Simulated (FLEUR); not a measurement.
# FeGe: a ladder in the smearing, part 4 of 4

Wanted: the cheapest choice of the smearing that holds the magnetic results of FeGe.

FLEUR MaX-R8.1; PBE; all-electron FLAPW, Dirac cores, scalar-relativistic bands.

So far, largest spin moment in the muffin-tin sphere (μB): step 4 (rung 2 (width 0.25 eV), start ferro ++++) 1.09; step 8 (rung 4 (width 0.05 eV), start ferro ++++) 1.21; step 9 (rung 4 (width 0.05 eV), start antiferro ++--) 1.08; step 10 (rung 5 (width 0.02 eV), start ferro ++++) 1.18; step 11 (rung 5 (width 0.02 eV), start antiferro ++--) 1.09.

The database entry behind the starting cell differs from later determinations by our own check (about 0.2 % short), so it need not match the best structure at ambient conditions.

**12. An attempt with other settings**

Level of this step: pbe96; all-electron FLAPW, Dirac cores, scalar-relativistic bands (FLEUR).

A slip in the input shows what the program catches and what it lets pass.

The input, inp.xml:

```
<?xml version="1.0" encoding="UTF-8" standalone="no"?>
<fleurInput fleurInputVersion="0.39">
   <comment>
      FeGe
   </comment>
   <calculationSetup>
      <cutoffs Kmax="3.74" Gmax="11.2" GmaxXC="11.2" numbands="0"/>
      <scfLoop itmax="60" minDistance="0.00002" maxIterBroyd="15" imix="Anderson" alpha="0.05" precondParam="0.0" spinf="2.0" sdNocoIR="T"/>
      <coreElectrons ctail="T" frcor="F" kcrel="0" coretail_lmax="0"/>
      <xcFunctional name="pbe96" relativisticCorrections="F"/>
      <magnetism jspins="2"/>
      <soc l_soc="F" theta="0.0" phi="0.0" spav="F"/>
      <expertModes spex="0" secvar="F"/>
      <geometryOptimization l_f="F" forcealpha="1.0" forcemix="BFGS" epsdisp="0.00001" epsforce="0.00001"/>
      <ldaU l_linMix="F" mixParam="0.05" spinf="1.0"/>
   </calculationSetup>
   <cell>
      <bzIntegration valenceElectrons="120.0" mode="hist" fermiSmearingEnergy="0.00110248">
         <kPointListSelection listName="default-1"/>
         <xi:include xmlns:xi="http://www.w3.org/2001/XInclude" href="kpts.xml"> </xi:include>
      </bzIntegration>
      <xi:include xmlns:xi="http://www.w3.org/2001/XInclude" href="sym.xml"> </xi:include>
      <bulkLattice scale="1.0">
         <bravaisMatrix>
            <row-1>    8.8609257982493990     0.0000000000000000     0.0000000000000000</row-1>
            <row-2>    0.0000000000000000     8.8609257982493990     0.0000000000000000</row-2>
            <row-3>    0.0000000000000000     0.0000000000000000     8.8609257982493990</row-3>
         </bravaisMatrix>
      </bulkLattice>
   </cell>
   <atomSpecies>
      <species name="Iron (Fe) 2.800" element="Fe" atomicNumber="26">
         <mtSphere radius="2.19" gridPoints="725" logIncrement="0.017"/>
         <atomicCutoffs lmax="8" lnonsphr="6"/>
         <electronConfig flipSpins="F">
            <coreConfig>(1s1/2) (2s1/2) (2p1/2) (2p3/2)</coreConfig>
            <valenceConfig>(3s1/2) (3p1/2) (3p3/2) (4s1/2) (3d3/2) (3d5/2)</valenceConfig>
            <stateOccupation state="(3d3/2)" spinUp="1.4" spinDown="1.0"/>
            <stateOccupation state="(3d5/2)" spinUp="3.0" spinDown="0.6"/>
         </electronConfig>
         <energyParameters s="4" p="4" d="3" f="4"/>
         <lo type="SCLO" l="0" n="3" eDeriv="0"/>
         <lo type="SCLO" l="1" n="3" eDeriv="0"/>
      </species>
      <species name="Germanium (Ge)" element="Ge" atomicNumber="32">
         <mtSphere radius="2.19" gridPoints="725" logIncrement="0.017"/>
         <atomicCutoffs lmax="8" lnonsphr="6"/>
         <electronConfig flipSpins="F">
            <coreConfig>(1s1/2) (2s1/2) (2p1/2) (2p3/2) (3s1/2) (3p1/2) (3p3/2)</coreConfig>
            <valenceConfig>(4s1/2) (3d3/2) (3d5/2) (4p1/2) (4p3/2)</valenceConfig>
            <stateOccupation state="(4p1/2)" spinUp="0.333333" spinDown="0.333333"/>
            <stateOccupation state="(4p3/2)" spinUp="0.666667" spinDown="0.666667"/>
         </electronConfig>
         <energyParameters s="4" p="4" d="3" f="4"/>
      </species>
   </atomSpecies>
   <atomGroups>
      <atomGroup species="Iron (Fe) 2.800">
         <relPos label="                   1">.1350000000 .1350000000 .1350000000</relPos>
         <relPos label="                   2">.3650000000 -.1350000000 -.3650000000</relPos>
         <relPos label="                   3">-.3650000000 .3650000000 -.1350000000</relPos>
         <relPos label="                   4">-.1350000000 -.3650000000 .3650000000</relPos>
         <force calculate="T" relaxXYZ="TTT"/>
      </atomGroup>
      <atomGroup species="Germanium (Ge)">
         <relPos label="                   5">-.1580000000 -.1580000000 -.1580000000</relPos>
         <relPos label="                   6">-.3420000000 .1580000000 .3420000000</relPos>
         <relPos label="                   7">.3420000000 -.3420000000 .1580000000</relPos>
         <relPos label="                   8">.1580000000 .3420000000 -.3420000000</relPos>
         <force calculate="T" relaxXYZ="TTT"/>
      </atomGroup>
   </atomGroups>
   <output dos="F" band="F" slice="F">
      <bandDOS minEnergy="-.5*Htr" maxEnergy="0.5*Htr" sigma="0.015" storeEVData="T"/>
      <plotting iplot="0" polar="F">
         <plot TwoD="T" vec1="  1.0  0.0  0.0" vec2="  0.0  1.0  0.0" vec3="  0.0  0.0  1.0" zero="  0.0  0.0  0.0" file="plot"/>
      </plotting>
      <moessbauerParams electricFieldGradient="F" isomerShift="F" coreHyperfine="F" valenceHyperfine="F"/>
   </output>
</fleurInput>
```

The input, crystal.txt:

```
FeGe
&input film=F cartesian=F /
4.68900000000  0.00000000000  0.00000000000
0.00000000000  4.68900000000  0.00000000000
0.00000000000  0.00000000000  4.68900000000
1.8897261246
1.0 1.0 1.0

8
26 0.13500000000  0.13500000000  0.13500000000 : 2.800
26 0.36500000000  0.86500000000  0.63500000000 : 2.800
26 0.63500000000  0.36500000000  0.86500000000 : 2.800
26 0.86500000000  0.63500000000  0.36500000000 : 2.800
32 0.84200000000  0.84200000000  0.84200000000
32 0.65800000000  0.15800000000  0.34200000000
32 0.34200000000  0.65800000000  0.15800000000
32 0.15800000000  0.34200000000  0.65800000000

&kpt div1=6 div2=6 div3=6 gamma=T /
```

Run with:

```bash
OMP_NUM_THREADS=1 inpgen -f crystal.txt > inpgen.log  # inp.xml is then edited as shown
OMP_NUM_THREADS=1 mpirun -n 4 fleur_MPI > fleur.log
```

Log:

```text
Welcome to FLEUR        (www.flapw.de)
      MaX-Release 8.1          (www.max-centre.eu)
inp.xml:10: Schemas validity error : Element 'xcFunctional', attribute 'name': [facet 'enumeration'] The value 'pbe96' is not an element of the set {'x-a', 'mjw', 'pz', 'bh', 'wign', 'hl', 'vwn', 'xal', 'l91', 'pw91', 'pbe', 'rpbe', 'Rpbe', 'wc', 'PBEs', 'pbe0', 'hse', 'vhse', 'lhse', 'hf', 'LibXC'}.
**************FLEUR-Error*****************
Error message: XML document cannot be validated against Schema.
Error occurred in subroutine: xml%ValidateDoc
Hint: If there are no details listed above this message use 'xmllint --xinclude --schema FleurInputSchema.xsd inp.xml'.
Error from PE:0/4
*****************************************

Memory (rank 0): 0.025 GB (peak 0.024 GB)
```

Wall time 2.5 s (4 MPI ranks of Arm Neoverse N1, shared host); peak memory 0.14 GiB.

The program refused the input before any cycle.

The program's message: “XML document cannot be validated against Schema.”

The fault in the input: an unknown functional.

The functional must be one that the program lists.

**13. Side by side**

Ladder, by row:

| rung | smearing (eV) | state from the first start | state from the second start | second less first (meV a seeded atom) | moment, first (μB) | moment, second (μB) | CPU time (s), all starts |
| --- | --- | --- | --- | --- | --- | --- | --- |
| 1 | 0.5 | non-magnetic | non-magnetic | 0 | 0 | 0 | 7934 |
| 3 | 0.12 | ferromagnetic | antiferromagnetic | 50.07 | 1.234 | 0.9679 | 7626 |
| 4 | 0.05 | ferromagnetic | antiferromagnetic | 55.02 | 1.213 | 1.081 | 7396 |
| 5 | 0.02 | ferromagnetic | antiferromagnetic | 54.14 | 1.182 | 1.093 | 8296 |

**14. Results**

```yaml
range_of_the_moment_in_the_table_first_start: 0 to 1.23 μB
range_of_cpu_time: 2.1 h to 2.3 h
range_of_the_energy_difference: 0 to 55.0 meV a seeded atom
first_rung_from_which_all_stay_within_2p7_mev_of_the_last_moments_within_0p06_mu_b: 4
```

**Reading.** From rung 4 on the result stays within 0.88 meV of the last rung, inside the margin of 2.7 meV (5 % of the last value, 2 meV at least; moments within 0.06 μB), at 89 % of the last rung's cost. The mesh stays the same, and a narrow smearing needs a finer one, so the last rung is no sure reference. Rung 2 gave no pair of finished runs and is missing from the table. Differences are of free energies, so a wide smearing enters them. The end states change along the ladder, as the table shows.

[Logs and program files are shortened in this print: banners, set-up blocks, solver, clock and traceback lines can be left out without a mark of their own.]

[Logs are printed without paths, hosts, clocks, repeated set-up lines and the standing remarks that a program may print on its own settings, such as how far it seeks lower states.]

[Hosts, paths, dates, database ids (printed as entryN), source tags and the programs' standing remarks are cut or masked in the printed files.]

[Where a cell is said to come from a database of computed structures, the database is the Materials Project.]
